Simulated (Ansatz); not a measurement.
**Ir(111) with 4 thermally displaced layers, 2x2: scattering by thermal displacements**

How much do lattice vibrations at 273 K scatter the electrons of Ir? Layers with random displacements are laid between perfect leads, and the resistance is followed against their length. The measured value for the pure metal at this temperature is 4.7 µΩ cm (CRC Handbook of Chemistry and Physics, 84th ed., 2003, Electrical Resistivity of Pure Metals).

Method: Ansatz plane-wave DFT, PBE, PAW files; ballistic transport by layer matching (Landauer), zero bias; PAW set soft_1, in Ansatz 0.2.0.

Report form: the programs' logs are mostly left out.

## 1. Starting point

The cell holds 40 atoms: 40 Ir. Its edges and angles: a = 5.430 Å, b = 5.430 Å, c = 22.222 Å, α = 93.5°, β = 86.5°, γ = 120.0°. It derives from Ir. Regions: lead, 24 atoms (24 Ir); scattering region, 16 atoms (16 Ir). The structure is stacked along c, and the current runs across the ab planes.

## 2. With 4 displaced layers

Each atom of 4 layers is moved at random, by amounts drawn from a normal law 0.0353 Å wide in each direction from the Debye model (420 K) at 273 K. The layers about the cell's end stay perfect and serve as the lead. Disorder leaves little or no symmetry, which makes such runs dear. Energies from -0.05 to 0.05 eV in steps of 0.05 eV are too few for the program's thermal sum, so it prints no conductance; for a metal the transmission near the Fermi level serves, at a fraction of the cost.

File input.yaml:

```yaml
crystal:
  lattice:
    - [5.4297315514, 0.0, 0.0]
    - [-2.7148657757, 4.7022854592, 0.0]
    - [1.3574328878, -0.7837142432, 22.1667862353]
  atoms:
    - { symbol: Ir, position: [0.9916666667, 0.0083333333, 0.05] }
    - { symbol: Ir, position: [0.9916666667, 0.5083333333, 0.05] }
    - { symbol: Ir, position: [0.4916666667, 0.0083333333, 0.05] }
    - { symbol: Ir, position: [0.4916666667, 0.5083333333, 0.05] }
    - { symbol: Ir, position: [0.1416666667, 0.3583333333, 0.15] }
    - { symbol: Ir, position: [0.1416666667, 0.8583333333, 0.15] }
    - { symbol: Ir, position: [0.6416666667, 0.3583333333, 0.15] }
    - { symbol: Ir, position: [0.6416666667, 0.8583333333, 0.15] }
[... 28 atom lines left out ...]
    - { symbol: Ir, position: [0.8416666667, 0.1583333333, 0.95] }
    - { symbol: Ir, position: [0.8416666667, 0.6583333333, 0.95] }
    - { symbol: Ir, position: [0.3416666667, 0.1583333333, 0.95] }
    - { symbol: Ir, position: [0.3416666667, 0.6583333333, 0.95] }
kpoints:
  mp_grid: { grid: [5, 5, 1] }
hamiltonian:
  xc: pbe
  pseudopotentials: { kind: paw, azcp: { folder: soft_1 } }
scf:
  occupations: { method: fermi_dirac, width: 0.1 }
output:
  transmission:
    leads: [[0, 4]]
    kmesh: [10, 10]
    e_range: [-0.05, 0.05]
    de: 0.05
  write_potential: true
  write_density: true
  volumetric_format: npy
  elf: true
```

The run is started by

```sh
$ ansatz run input.yaml --threads 4 --pin off --max-ram 15360MiB --backend cpu --events-out ev --progress --plain --runs-dir out
```

Run time: 8 min. Hardware: 4 threads of Arm Neoverse V1, shared host; peak memory 5.1 GiB; 29 min of CPU time.

Numbers from this step:

| Quantity | Value |
| --- | --- |
| free energy | -477473.4085 eV |
| energy at zero smearing | -477472.8273 eV |
| Fermi energy | 25.82 eV |
| cell area | 25.53 Å² |
| transmission per spin nearest the Fermi level | 5.530 |
| open channels per spin nearest the Fermi level | 5.78 |
| step of the lead's potential | 7.8 meV |

Per spin. Transmission, zone mean against energy, zero at the Fermi level:

| energy (eV) | transmission, zone mean |
| --- | --- |
| -0.0500 | 5.65 |
| 0.0000 | 5.53 |
| 0.0500 | 5.81 |

Per spin. Table of open channels, zone mean, lead by energy, zero at the Fermi level:

| energy (eV) | open channels, zone mean, lead |
| --- | --- |
| -0.0500 | 5.9 |
| 0.0000 | 5.78 |
| 0.0500 | 6.14 |

Transmission over k1 and k2. At 0.0000 eV from the Fermi level.

Ten even steps from '0' (3.85) to '9' (7.80):
```
4420244444
2246642244
2062226024
4262992624
5442999244
4426299262
2420622260
2442246642
4444442024
4422454224
```
Columns: k1 (b1) from -0.5 to 0.4; rows upwards: k2 (b2) from -0.5 to 0.4.

Open channels over k1 and k2. At 0.0000 eV from the Fermi level.

Values, 10 rows by 10 columns:
```
6.00 6.00 5.00 4.00 5.00 6.00 6.00 6.00 6.00 6.00
5.00 5.00 6.00 7.00 7.00 6.00 5.00 5.00 6.00 6.00
5.00 4.00 7.00 5.00 5.00 5.00 7.00 4.00 5.00 6.00
6.00 5.00 7.00 5.00 8.00 8.00 5.00 7.00 5.00 6.00
6.00 6.00 6.00 5.00 8.00 8.00 8.00 5.00 6.00 6.00
6.00 6.00 5.00 7.00 5.00 8.00 8.00 5.00 7.00 5.00
5.00 6.00 5.00 4.00 7.00 5.00 5.00 5.00 7.00 4.00
5.00 6.00 6.00 5.00 5.00 6.00 7.00 7.00 6.00 5.00
6.00 6.00 6.00 6.00 6.00 6.00 5.00 4.00 5.00 6.00
6.00 6.00 5.00 5.00 6.00 6.00 6.00 5.00 5.00 6.00
```
Columns: k1 (b1) from -0.5 to 0.4; rows upwards: k2 (b2) from -0.5 to 0.4.

Electrostatic potential energy in the ca plane at fractional y = 0.048, with atoms of Ir within 0.2 Å of it. With pseudopotentials it is smooth inside the atoms' cores, unlike the true potential.

Values in eV, 8 rows by 16 columns, each cell a mean:
```
 24  27  24  22 -31 -20  25  26  27  24  10 -35  10  13  20  24
 12  22   5  20   1   5  18  17  25  23  13 -32  10  21  25  23
 12  21  -1  18  22  23   4  -5  20  15  25  15  20 -18   8  24
 24  26  21  22 -13   1  16  10  23  20  23  11  19 -27  -1  24
 24  27  24  21 -33 -19  24  25  26  25  11 -36   9  13  20  24
 12  22   5  20  -1   5  16  11  25  23  15 -30  10  21  25  23
 12  21  -1  18  21  23   3 -12  20  15  25  17  20 -18   8  24
 24  26  21  23 -13  -1  17  10  23  19  23  12  20 -27  -1  24
```
Columns run along c (16.0 Å, from fractional 0.14 to 0.86 of the cell; values clipped at the 3rd and 97th percentile), rows up along a (5.4 Å). Atoms in or near the plane, at fractional coordinates: Ir at (0.35, 0.95), Ir at (0.35, 0.43).

ELF in the ca plane at fractional y = 0.048, with atoms of Ir within 0.2 Å of it. It is the smooth field of the valence electrons, not physical close to the nuclei.

Ten even steps from '0' (0.16) to '9' (0.59), each cell a mean:
```
33200023332696962332200123332599853334532234
33211122233698962332200023332598973332211123
33223344323367643323211133332599963323210122
44334357632233223356533233322367533334421223
34333356522233332488643323321123233479963333
33221233233355433357633323321123333499973322
33200123332699953323322233322255434479963333
33200023332786962333210123332499854334532234
33211122233698962322210023332598973332211123
33223344333368743323321233332499973323210122
44333357632233333378743333322256533334421223
34333356522233332388754323321123233479963333
33221233223355433257643323321123332499973322
33200123332699953323322233322245333479963333
```
Columns run along c (16.0 Å, from fractional 0.14 to 0.86 of the cell), rows up along a (5.4 Å). Atoms in or near the plane, at fractional coordinates: Ir at (0.35, 0.95), Ir at (0.35, 0.43).

Valence density in the ca plane at fractional y = 0.048, with atoms of Ir within 0.2 Å of it. It is the smooth field of the valence electrons, not physical close to the nuclei.

Ten even steps from '0' (0.2 e/Å³) to '9' (9.5 e/Å³), each cell a mean:
```
00000000000289720000000000000135410001100000
00000000000168620000000000000169720000000000
00000011000012200000000000000147620000000000
01000012100000000012100000000012100001000000
00000011100000000023200000000000000024310000
00000000000011000012100000000000000147620000
00000000000156410000000000000011100025410000
00000000000389720000000000000136410001100000
00000000000268620000000000000158730000000000
00000011000023200000000000000146520000000000
01000012100000000013200000000012100001000000
00000011100000000024310000000000000024310000
00000000000011100012100000000000000147620000
00000000000156410000000000000001000025410000
```
Columns run along c (16.0 Å, from fractional 0.14 to 0.86 of the cell), rows up along a (5.4 Å). Atoms in or near the plane, at fractional coordinates: Ir at (0.35, 0.95), Ir at (0.35, 0.43).

Over the solved energies the transmission per spin lies between 5.53 and 5.81, out of 5.94 channels of the lead on average (up to 6.14).

## 3. With 8 displaced layers

Each atom of 8 layers is moved at random, by amounts drawn from a normal law 0.0353 Å wide in each direction from the Debye model (420 K) at 273 K. A fresh draw is used; the growth of the resistance with length is what counts.

System of this step: Ir(111) with 8 thermally displaced layers, 2x2. The cell holds 56 atoms: 56 Ir. Cell: a = 5.430 Å, b = 5.430 Å, c = 31.073 Å, α = 87.5°, β = 92.5°, γ = 120.0°. It derives from Ir. Regions: lead, 24 atoms (24 Ir); scattering region, 32 atoms (32 Ir). The structure is stacked along c, and the current runs across the ab planes.

File input.yaml:

```yaml
crystal:
  lattice:
    - [5.4297315514, 0.0, 0.0]
    - [-2.7148657757, 4.7022854592, 0.0]
    - [-1.3574328878, 0.7837142432, 31.0335007294]
  atoms:
    - { symbol: Ir, position: [0.005952381, 0.994047619, 0.0357142857] }
    - { symbol: Ir, position: [0.005952381, 0.494047619, 0.0357142857] }
    - { symbol: Ir, position: [0.505952381, 0.994047619, 0.0357142857] }
    - { symbol: Ir, position: [0.505952381, 0.494047619, 0.0357142857] }
    - { symbol: Ir, position: [0.1845238095, 0.3154761905, 0.1071428571] }
    - { symbol: Ir, position: [0.1845238095, 0.8154761905, 0.1071428571] }
    - { symbol: Ir, position: [0.6845238095, 0.3154761905, 0.1071428571] }
    - { symbol: Ir, position: [0.6845238095, 0.8154761905, 0.1071428571] }
[... 44 atom lines left out ...]
    - { symbol: Ir, position: [0.3273809524, 0.1726190476, 0.9642857143] }
    - { symbol: Ir, position: [0.3273809524, 0.6726190476, 0.9642857143] }
    - { symbol: Ir, position: [0.8273809524, 0.1726190476, 0.9642857143] }
    - { symbol: Ir, position: [0.8273809524, 0.6726190476, 0.9642857143] }
kpoints:
  mp_grid: { grid: [5, 5, 1] }
hamiltonian:
  xc: pbe
  pseudopotentials: { kind: paw, azcp: { folder: soft_1 } }
scf:
  occupations: { method: fermi_dirac, width: 0.1 }
output:
  transmission:
    leads: [[0, 4]]
    kmesh: [10, 10]
    e_range: [-0.05, 0.05]
    de: 0.05
  write_potential: true
  write_density: true
  volumetric_format: npy
```

Run time: 13 min. Hardware: 4 threads; peak memory 8.8 GiB.

Numbers from this step:

```
free energy                                   : -668462.3471 eV
energy at zero smearing                       : -668461.4864 eV
Fermi energy                                  : 25.83 eV
transmission per spin nearest the Fermi level : 5.264
step of the lead's potential                  : 4.7 meV
```

Per spin. Table of transmission, zone mean by energy, zero at the Fermi level:

| energy (eV) | transmission, zone mean |
| --- | --- |
| -0.0500 | 5.39 |
| 0.0000 | 5.26 |
| 0.0500 | 5.54 |

Over the solved energies the transmission per spin lies between 5.26 and 5.54, out of 5.94 channels of the lead on average (up to 6.14).

## 4. With 12 displaced layers

Each atom of 12 layers is moved at random, by amounts drawn from a normal law 0.0353 Å wide in each direction from the Debye model (420 K) at 273 K. A fresh draw is used; the growth of the resistance with length is what counts.

System of this step: Ir(111) with 12 thermally displaced layers, 2x2. The cell holds 72 atoms: 72 Ir. Cell: a = 5.430 Å, b = 5.430 Å, c = 39.900 Å, α = 90.0°, β = 90.0°, γ = 120.0°. It derives from Ir. Regions: lead, 24 atoms (24 Ir); scattering region, 48 atoms (48 Ir). The structure is stacked along c, and the current runs across the ab planes.

File input.yaml:

```yaml
crystal:
  lattice:
    - [5.4297315514, 0.0, 0.0]
    - [-2.7148657757, 4.7022854592, 0.0]
    - [0.0, 0.0, 39.9002152235]
  atoms:
    - { symbol: Ir, position: [0.0, 0.0, 0.0277777778] }
    - { symbol: Ir, position: [0.0, 0.5, 0.0277777778] }
    - { symbol: Ir, position: [0.5, 0.0, 0.0277777778] }
    - { symbol: Ir, position: [0.5, 0.5, 0.0277777778] }
    - { symbol: Ir, position: [0.1666666667, 0.3333333333, 0.0833333333] }
    - { symbol: Ir, position: [0.1666666667, 0.8333333333, 0.0833333333] }
    - { symbol: Ir, position: [0.6666666667, 0.3333333333, 0.0833333333] }
    - { symbol: Ir, position: [0.6666666667, 0.8333333333, 0.0833333333] }
[... 60 atom lines left out ...]
    - { symbol: Ir, position: [0.3333333333, 0.1666666667, 0.9722222222] }
    - { symbol: Ir, position: [0.3333333333, 0.6666666667, 0.9722222222] }
    - { symbol: Ir, position: [0.8333333333, 0.1666666667, 0.9722222222] }
    - { symbol: Ir, position: [0.8333333333, 0.6666666667, 0.9722222222] }
kpoints:
  mp_grid: { grid: [5, 5, 1] }
hamiltonian:
  xc: pbe
  pseudopotentials: { kind: paw, azcp: { folder: soft_1 } }
scf:
  occupations: { method: fermi_dirac, width: 0.1 }
output:
  transmission:
    leads: [[0, 4]]
    kmesh: [10, 10]
    e_range: [-0.05, 0.05]
    de: 0.05
  write_potential: true
  write_density: true
  volumetric_format: npy
```

Wall time 24 min (4 threads); peak memory 7.6 GiB.

Numbers from this step:

```yaml
free_energy: -859451.1817 eV
energy_at_zero_smearing: -859450.0868 eV
transmission_per_spin_nearest_the_fermi_level: 4.883
open_channels_per_spin_nearest_the_fermi_level: 5.9
step_of_the_lead_s_potential: 9.4 meV
```

Per spin. Transmission, zone mean against energy, zero at the Fermi level:

| energy (eV) | transmission, zone mean |
| --- | --- |
| -0.0500 | 5.01 |
| 0.0000 | 4.88 |
| 0.0500 | 5.09 |

Over the solved energies the transmission per spin lies between 4.88 and 5.09, out of 6.02 channels of the lead on average (up to 6.26).

## 5. The fit

This step: Ansatz plane-wave DFT, PBE, PAW files; ballistic transport by layer matching (Landauer), zero bias; resistivity from the slope of the area resistance; PAW set soft_1 (Ansatz 0.2.0).

This step gave:

```yaml
resistivity: 4.797 µΩ cm
intercept: -0.02014 fΩ m²
scatter_about_the_fit: 0.006546 fΩ m²
```

Resistance, by row:

| run | length (Å) | T | channels N | RA (fΩ m²) |
| --- | --- | --- | --- | --- |
| n4 | 8.867 | 5.664 | 5.94 | 0.02702 |
| n8 | 17.73 | 5.398 | 5.94 | 0.05567 |
| n12 | 26.6 | 4.997 | 6.02 | 0.1121 |

The area resistance by length of the displaced region:

| length of the displaced region (Å) | area resistance (fΩ m²) |
| --- | --- |
| 8.87 | 0.0270 |
| 17.73 | 0.0557 |
| 26.60 | 0.112 |

The area resistance goes from 0.027 to 0.11 fΩ m² between 8.9 and 26.6 Å, a slope of 4.8 µΩ cm.

By hand from the end points: (0.1121 − 0.02702) fΩ m² / (26.60 − 8.87) Å = 4.8 µΩ cm, since 1 fΩ m² per Å is 1000 µΩ cm.

## 6. Summary of results

```
resistivity from the slope  : 4.80 µΩ cm
area resistance over 8.87 Å : 0.0270 fΩ m²
area resistance over 17.7 Å : 0.0557 fΩ m²
area resistance over 26.6 Å : 0.112 fΩ m²
```

What this shows: The slope gives 4.8 µΩ cm. The points scatter by 0.0065 fΩ m² about the line, with one random draw a length in a 2x2 cell, so the slope is a rough value. The mean square of the displacements drawn is 0.78, 0.91 and 1.0 of the nominal one at the three lengths; with each resistance scaled back by that, the slope is 4.2 µΩ cm, the value used below. The lead's own channel count moves between the runs (5.94, 5.94 and 6.02), which shifts RA and the slope too. Read with a model of isotropic scattering on a spherical Fermi surface and the lead's 1.8×10¹⁵ S/m², this slope means a mean free path near 112 Å; over these lengths the model's slope is 1.14 times its bulk resistivity, which would be 3.7 µΩ cm. Uncorrelated displacements put too much weight on short waves, which scatter strongly; with the sideways repeat of a small cell, one draw and three short lengths, the method is good to a factor of two or three. The measured value is 4.7 µΩ cm (CRC Handbook of Chemistry and Physics, 84th ed., 2003, Electrical Resistivity of Pure Metals); the scaled slope is 0.90 times that and the corrected value 0.79: fair for so small a cell. Spin-orbit coupling is left out, which matters for Ir.

[Logs are printed without paths, hosts, clocks, repeated set-up lines and the standing remarks that a program may print on its own settings, such as how far it seeks lower states.]

[Hosts, paths, dates, database ids (printed as entryN), source tags and the programs' standing remarks are cut or masked in the printed files.]
